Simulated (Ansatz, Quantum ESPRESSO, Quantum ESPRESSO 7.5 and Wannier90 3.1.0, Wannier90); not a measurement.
# Ballistic channels from Wannier functions: zigzag Zn chain, bond 2.60 Å, width 1.6 Å

Wanted: localised orbitals and the quantum conductance of this wire: zigzag Zn chain, bond 2.60 Å, width 1.6 Å.

Method: plane-wave DFT, PBE, PseudoDojo norm-conserving pseudopotentials (cross-check by Ansatz 0.2.0 with PAW datasets), in Quantum ESPRESSO 7.5 and Wannier90 3.1.0.

Most raw output is cut from this account.

### Step 1. The structure

The cell holds 2 atoms: 2 Zn. Its edges and angles: a = 9.000 Å, b = 8.000 Å, c = 4.099 Å, α = 90.0°, β = 90.0°, γ = 90.0°. Vacuum lies along a and b. The structure's axis is c.

### Step 2. Ground state

Contents of scf.in:

```
&control
  prefix = 'scf'
  outdir = './out'
  pseudo_dir = './pseudo'
  calculation = 'scf'
  tprnfor = .true.
/
&system
  ibrav = 0
  nat = 2
  ntyp = 1
  ecutwfc = 76
  ecutrho = 304
  occupations = 'smearing'
  smearing = 'mv'
  degauss = 0.005
/
&electrons
  conv_thr = 1e-07
  mixing_beta = 0.4
  electron_maxstep = 120
  mixing_mode = 'local-TF'
/
ATOMIC_SPECIES
  Zn  65.3800  Zn.dojo-sr-pbe-0.4.1-standard.upf
CELL_PARAMETERS angstrom
  9.00000000000000 0.00000000000000 0.00000000000000
  0.00000000000000 8.00000000000000 0.00000000000000
  0.00000000000000 0.00000000000000 4.09878030638384
ATOMIC_POSITIONS crystal
  Zn  -0.088888888900 0.000000000000 0.000000000000
  Zn  0.088888888900 0.000000000000 0.500000000000
K_POINTS automatic
  1 1 16 0 0 0
```

Launch:

```
$ OMP_NUM_THREADS=1 mpirun -n 4 pw.x -nk 1 -in scf.in > scf.out
```

Wall time 17 s (4 MPI ranks of Intel Xeon Platinum 8488C (Sapphire Rapids), shared host); peak memory 0.47 GiB.

This step gave:

* free energy: -11374.6207 eV
* Fermi energy: -1.651 eV

The program's own clock; routines nest. Time by routine:

```
  routine  wall time (s)  calls
    PWSCF           15.8      1
electrons          14.45      1
  c_bands          10.41      9
  cegterg           9.96     81
    h_psi           8.69    321
     fftw           8.21  12058
 vloc_psi           7.97    321
  mix_rho            2.1      9
 sum_band           1.67      9
 init_run           1.12      1
     ffts           0.94    870
      fft           0.67    101
   hinit0           0.58      1
  wfcinit           0.44      1
```

The run needed 8 iterations to bring the estimated error under 1e-07 Ry; the largest force on any atom, held or free, is 0.32 eV/Å.

### Step 3. Full uniform mesh without symmetry

Wannier90 needs the states on a whole uniform mesh, listed point by point, without symmetry.

nscf.in is the input of step 2 with these lines changed:

```diff
@@ -1,7 +1,6 @@
 &control
-  prefix = 'scf'
+  prefix = 'nscf'
   outdir = './out'
   pseudo_dir = './pseudo'
-  calculation = 'scf'
-  tprnfor = .true.
+  calculation = 'nscf'
 /
@@ -16,5 +15,8 @@
   degauss = 0.005
+  nosym = .true.
+  noinv = .true.
+  nbnd = 58
 /
 &electrons
-  conv_thr = 1e-07
+  conv_thr = 1e-08
   mixing_beta = 0.4
@@ -22,2 +24,3 @@
   mixing_mode = 'local-TF'
+  diago_full_acc = .true.
 /
@@ -32,3 +35,11 @@
   Zn  0.088888888900 0.000000000000 0.500000000000
-K_POINTS automatic
-  1 1 16 0 0 0
+K_POINTS crystal
+8
+  0.0000000000 0.0000000000 0.0000000000 0.125
+  0.0000000000 0.0000000000 0.1250000000 0.125
+  0.0000000000 0.0000000000 0.2500000000 0.125
+  0.0000000000 0.0000000000 0.3750000000 0.125
+  0.0000000000 0.0000000000 0.5000000000 0.125
+  0.0000000000 0.0000000000 0.6250000000 0.125
+  0.0000000000 0.0000000000 0.7500000000 0.125
+  0.0000000000 0.0000000000 0.8750000000 0.125
```

Launch:

```
$ cp -r out/scf.save out/nscf.save
$ cp out/scf.xml out/nscf.xml
$ OMP_NUM_THREADS=1 mpirun -n 4 pw.x -nk 1 -in nscf.in > nscf.out
```

Run time: 25 s. Hardware: 4 MPI ranks; peak memory 0.35 GiB; 97 s of CPU time.

Numbers from this step:

| Quantity | Value |
| --- | --- |
| Fermi energy | -1.918 eV |

The program's own clock; routines nest. Time by routine:

```
     routine  wall time (s)  calls
       PWSCF          23.85      1
   electrons          23.11      1
     c_bands          23.11      1
     cegterg          22.07     17
       h_psi          14.66    316
    vloc_psi          13.44    316
        fftw          11.72  17648
     cdiaghg           1.07    299
    init_run            0.6      1
h_psi:calbec           0.59    316
      calbec           0.59    316
      hinit0           0.51      1
         fft            0.5     11
  add_vuspsi           0.43    316
```

### Step 4. Neighbour list from wannier90 -pp, with num_wann = 8

A first try, with customary settings: the .win file sets projections and windows, and states in the frozen window are kept exactly.

Contents of wan_try.win:

```
num_wann = 8
num_bands = 58
num_iter = 200
num_print_cycles = 20
conv_tol = 1e-8
conv_window = 5
guiding_centres = true
dis_num_iter = 1500
dis_conv_tol = 1e-8
dis_win_min = -12.6513
dis_win_max = 7.3487
dis_froz_max = -0.1513
search_shells = 120
fermi_energy = -1.6513

transport = true
transport_mode = bulk
one_dim_axis = z
dist_cutoff = 16.3
dist_cutoff_mode = one_dim
tran_win_min = -4.0
tran_win_max = 2.0
tran_energy_step = 0.02

bands_plot = true
bands_num_points = 96
begin kpoint_path
G 0.0 0.0 0.0 Z 0.0 0.0 0.5
end kpoint_path

begin projections
Zn:s;p
end projections

begin unit_cell_cart
ang
  9.0000000000 0.0000000000 0.0000000000
  0.0000000000 8.0000000000 0.0000000000
  0.0000000000 0.0000000000 4.0987803064
end unit_cell_cart

begin atoms_frac
  Zn -0.0888888889 0.0000000000 0.0000000000
  Zn 0.0888888889 0.0000000000 0.5000000000
end atoms_frac

mp_grid = 1 1 8
begin kpoints
  0.0 0.0 0.0000000000
  0.0 0.0 0.1250000000
  0.0 0.0 0.2500000000
  0.0 0.0 0.3750000000
  0.0 0.0 0.5000000000
  0.0 0.0 0.6250000000
  0.0 0.0 0.7500000000
  0.0 0.0 0.8750000000
end kpoints
```

Launch:

```
$ OMP_NUM_THREADS=1 wannier90.x -pp wan_try > wan_try.pp.log
```

The job ended after 0.69 s (1 MPI rank; peak memory 0.08 GiB).

### Step 5. Overlaps and projections

The follow-up step for that run.

Contents of wan_try.p2w.in:

```
&inputpp
  prefix = 'nscf'
  outdir = './out'
  seedname = 'wan_try'
  write_mmn = .true.
  write_amn = .true.
  write_unk = .false.
/
```

Launch:

```
$ OMP_NUM_THREADS=1 mpirun -n 4 pw2wannier90.x -in wan_try.p2w.in > wan_try.p2w.out
```

Run time: 7.2 s. Hardware: 4 MPI ranks; peak memory 0.32 GiB.

### Step 6. Wannier functions and transport, with num_wann = 8

wan_try.win is that of step 4.

Launch:

```
$ OMP_NUM_THREADS=1 wannier90.x wan_try > wan_try.run.log
```

Elapsed: 0.8 s, on 1 MPI rank; peak memory 0.08 GiB.

The program refused the input before any cycle.

The fault put into the input: more states in the frozen window than Wannier functions (num_wann = 8).

The frozen window can't hold more states than there are functions: narrow it or add projections.

### Step 7. Neighbour list from wannier90 -pp

The cure tried: more projections, so that every state of the frozen window has its function.

The .win file sets projections and windows: states in the frozen window are kept exactly, the outer window gives room to disentangle.

wan.win is the input of step 6 with these lines changed:

```diff
@@ -1,2 +1,2 @@
-num_wann = 8
+num_wann = 18
 num_bands = 58
@@ -10,3 +10,3 @@
 dis_win_min = -12.6513
-dis_win_max = 7.3487
+dis_win_max = 18.3487
 dis_froz_max = -0.1513
@@ -31,3 +31,3 @@
 begin projections
-Zn:s;p
+Zn:s;p;d
 end projections
```

Launch:

```
$ OMP_NUM_THREADS=1 wannier90.x -pp wan > wan.pp.log
```

The job ended after 0.65 s (1 MPI rank; peak memory 0.08 GiB).

### Step 8. Overlaps and projections

pw2wannier90.x computes the overlaps between neighbouring k-points and the projections.

wan.p2w.in is the input of step 5 with these lines changed:

```diff
@@ -3,3 +3,3 @@
   outdir = './out'
-  seedname = 'wan_try'
+  seedname = 'wan'
   write_mmn = .true.
```

Launch:

```
$ OMP_NUM_THREADS=1 mpirun -n 4 pw2wannier90.x -in wan.p2w.in > wan.p2w.out
```

Wall time 9.8 s (4 MPI ranks); peak memory 0.32 GiB.

### Step 9. Wannier functions and transport

After disentangling and localising, transport_mode = bulk builds principal layers from hoppings within dist_cutoff and counts open channels.

wan.win is that of step 7.

Launch:

```
$ OMP_NUM_THREADS=1 wannier90.x wan > wan.run.log
```

The job ended after 7.4 s (1 MPI rank; peak memory 0.08 GiB).

This step gave:

```
lead channels at the Fermi level, one spin                                        : 3.00e-9
total spread                                                                      : 18.64 Å²
gauge-invariant spread                                                            : 15.78 Å²
largest misfit to plane-wave levels between mesh points, inside the frozen window : 0.07076 eV
```

Per spin. The quantum conductance of the perfect wire, open channels by energy, zero at the Fermi level:

```
energy (eV)  quantum conductance of the perfect wire, open channels
     -4.000                                                       1
     -3.800                                                       1
     -3.600                                                       1
     -3.400                                                       1
     -3.200                                                       1
     -3.000                                                       1
     -2.800                                                       1
     -2.600                                                       1
     -2.400                                                       1
     -2.200                                                       1
     -2.000                                                       1
     -1.800                                                       1
     -1.600                                                       1
     -1.400                                                       1
     -1.200                                                       1
     -1.020                                                       1
     -0.800                                                    2.00
     -0.600                                                  5.0e-8
     -0.400                                                  6.0e-9
     -0.200                                                  3.0e-9
      0.000                                                  3.0e-9
      0.200                                                  6.0e-9
      0.400                                                  3.1e-8
      0.600                                                  7.5e-7
      0.800                                                    2.03
      1.000                                                       3
      1.200                                                       3
      1.400                                                       3
      1.600                                                       3
      1.800                                                       3
      2.000                                                       3
```

Wannier functions:

```
no.    x (Å)      y (Å)     z (Å)  spread (Å²)
  1  -0.1939    -0.3564   1.41e-4        1.832
  2   -1.512   -0.05452   -0.7933         1.71
  3   -1.512   -0.05454    0.7932        1.709
  4   -0.729     0.6846   7.00e-6        2.193
  5  -0.8256   -0.00313   9.60e-5       0.4183
  6  -0.7643   -7.00e-6  -1.87e-4       0.4102
  7  -0.7996   0.003852  -1.00e-6       0.3655
  8  -0.8047   -0.04878  -2.90e-5       0.4045
  9  -0.8046    0.01327   1.00e-6        0.368
 10   0.3291     -0.623     2.049        1.835
 11    1.523    -0.0498     2.826        1.748
 12    1.523   -0.04981     1.273        1.747
 13   0.5881      0.832     2.049        1.877
 14    0.825  -0.003092     2.049        0.432
 15   0.7634   -2.30e-5      2.05       0.4162
 16   0.7997   0.006187     2.049       0.3662
 17   0.7867   -0.04642     2.049       0.4104
 18   0.8276    0.01762     2.049       0.4004
```

Electronic bands along the path, in eV, zero at the Fermi level; v1 is the highest filled band, c1 the lowest empty one:

```
  point     v4     v3     v2     v1    c1    c2    c3    c4
      Γ  -6.70  -6.60  -5.05  -0.89  0.80  3.60  3.63  5.86
halfway  -6.76  -6.61  -4.52  -0.86  0.91  1.37  3.48  5.11
      Z  -6.72  -6.72  -2.87  -2.87  1.65  1.65  3.32  3.32
```

Bands and channels are those of the Wannier model: bands that were not projected, and all outside the frozen window, are missing or only approximate.

### Step 10. Neighbour list from wannier90 -pp, with dist_cutoff = 9.02

How much does a setting matter? One run is repeated with a change.

wan_w.win is the input of step 9 with these lines changed:

```diff
@@ -18,3 +18,3 @@
 one_dim_axis = z
-dist_cutoff = 16.3
+dist_cutoff = 9.02
 dist_cutoff_mode = one_dim
```

Launch:

```
$ OMP_NUM_THREADS=1 wannier90.x -pp wan_w > wan_w.pp.log
```

Run time: 0.68 s. Hardware: 1 MPI rank; peak memory 0.08 GiB.

### Step 11. Overlaps and projections

Contents of wan_w.p2w.in:

```
&inputpp
  prefix = 'nscf'
  outdir = './out'
  seedname = 'wan_w'
  write_mmn = .true.
  write_amn = .true.
  write_unk = .false.
/
```

Launch:

```
$ OMP_NUM_THREADS=1 mpirun -n 4 pw2wannier90.x -in wan_w.p2w.in > wan_w.p2w.out
```

The job ended after 9.7 s (4 MPI ranks; peak memory 0.32 GiB; 38 s of CPU time).

### Step 12. Wannier functions and transport, with dist_cutoff = 9.02

A sensitivity test on the input.

wan_w.win is the input of step 9 with these lines changed:

```diff
@@ -18,3 +18,3 @@
 one_dim_axis = z
-dist_cutoff = 16.3
+dist_cutoff = 9.02
 dist_cutoff_mode = one_dim
```

Launch:

```
$ OMP_NUM_THREADS=1 wannier90.x wan_w > wan_w.run.log
```

Elapsed: 4.8 s, on 1 MPI rank; peak memory 0.08 GiB.

The total spread is 18.6 against 18.6 Å². Between −2 and 1.5 eV the channel count differs from the first run's at 1 % of the energies, and at the Fermi level it is 0 against 0. Spreads don't depend on this cutoff; only the transport does.

### Step 13. Cross-check with Ansatz

As a check, the same structure is run in Ansatz.

Level of this step: plane-wave DFT, PBE, Ansatz PAW (Ansatz 0.2.0).

System of this step: zigzag Zn chain, bond 2.60 Å, width 1.6 Å, 2 periods. The cell holds 4 atoms: 4 Zn. Its edges and angles: a = 9.000 Å, b = 8.000 Å, c = 8.198 Å, α = 90.0°, β = 90.0°, γ = 90.0°. Vacuum lies along a and b. The structure's axis is c.

Contents of input.yaml:

```yaml
crystal:
  lattice:
    - [9.0, 0.0, 0.0]
    - [0.0, 8.0, 0.0]
    - [0.0, 0.0, 8.1975606128]
  atoms:
    - { symbol: Zn, position: [-0.0888888889, 0.0, 0.0] }
    - { symbol: Zn, position: [0.0888888889, 0.0, 0.25] }
    - { symbol: Zn, position: [-0.0888888889, 0.0, 0.5] }
    - { symbol: Zn, position: [0.0888888889, 0.0, 0.75] }
kpoints:
  mp_grid: { grid: [1, 1, 8] }
hamiltonian:
  xc: pbe
scf:
  occupations: { method: fermi_dirac, width: 0.05 }
  convergence: { dr2_threshold: 1.0e-08 }
output:
  transmission:
    leads: [[0, 0]]
    e_range: [-4.0, 2.0]
    de: 0.05
    kmesh: [1, 1]
    reduced_basis: true
```

Launch:

```
$ ansatz run input.yaml --threads 4 --pin off --max-ram 12288MiB --backend cpu --events-out ev --progress --plain --runs-dir out
```

Run time: 32 s. Hardware: 4 threads; peak memory 0.96 GiB.

This step gave:

```
free energy                                : -13272.0570 eV
Fermi energy                               : -2.065 eV
symmetry operations                        : 16
lead channels at the Fermi level, one spin : 0
```

Per spin. The open channels by energy, zero at the Fermi level:

energy (eV), open channels and a bar:
```
   -4.000       1.00 ##########
   -3.800       1.00 ##########
   -3.600       1.00 ##########
   -3.400       1.00 ##########
   -3.200       1.00 ##########
   -3.000       1.00 ##########
   -2.800       1.00 ##########
   -2.600       1.00 ##########
   -2.400       1.00 ##########
   -2.200       1.00 ##########
   -2.000       1.00 ##########
   -1.800       1.00 ##########
   -1.600       1.00 ##########
   -1.400       1.00 ##########
   -1.200       1.00 ##########
   -1.000       1.00 ##########
   -0.800       2.00 ####################
   -0.600       0.00 
   -0.400       0.00 
   -0.200       0.00 
    0.000       0.00 
    0.200       0.00 
    0.400       0.00 
    0.600       0.00 
    0.800       2.00 ####################
    1.000       3.00 ##############################
    1.200       3.00 ##############################
    1.400       3.00 ##############################
    1.600       3.00 ##############################
    1.800       3.00 ##############################
    2.000       3.00 ##############################
```

### Step 14. Results

```json
{
  "open channels at the Fermi level, per spin": "0",
  "gap in the conductance, to one step of the energy grid": "1.52 eV",
  "total spread": "18.6 Å²",
  "gauge-invariant spread": "15.8 Å²",
  "largest band misfit in the frozen window": "0.0708 eV",
  "channels at the Fermi level by Ansatz": "0"
}
```

The wire has no channel at the Fermi level: its conductance has a gap of 1.52 eV. Between -4 and 1.5 eV the channel count from Wannier functions equals that from Ansatz's layer matching at 99 % of the energies; outside the frozen window the Wannier bands are not held to the plane-wave ones. The interpolated bands miss plane-wave levels by up to 0.07 eV between mesh points, so steps of the conductance can sit that far off. The wire is perfect, so the conductance only counts bands: each channel, with its partner of the other spin, carries G₀ = 2e²/h. It was run without spin polarisation, which was not tested. It is as built, with forces up to 0.3 eV/Å; relaxing the bonds would move the band edges. A file of the PseudoDojo norm-conserving set has a known flaw or wants a higher cutoff, so those values deserve less trust.

[Logs are printed without paths, hosts, clocks, repeated set-up lines and the standing remarks that a program may print on its own settings, such as how far it seeks lower states.]

[Hosts, paths, dates, database ids (printed as entryN), source tags and the programs' standing remarks are cut or masked in the printed files.]

[Maps of the electrostatic potential energy from Ansatz leave out the sawtooth potential of an applied field or a dipole correction, so their vacuum need not be flat; planar profiles and work functions include it.]
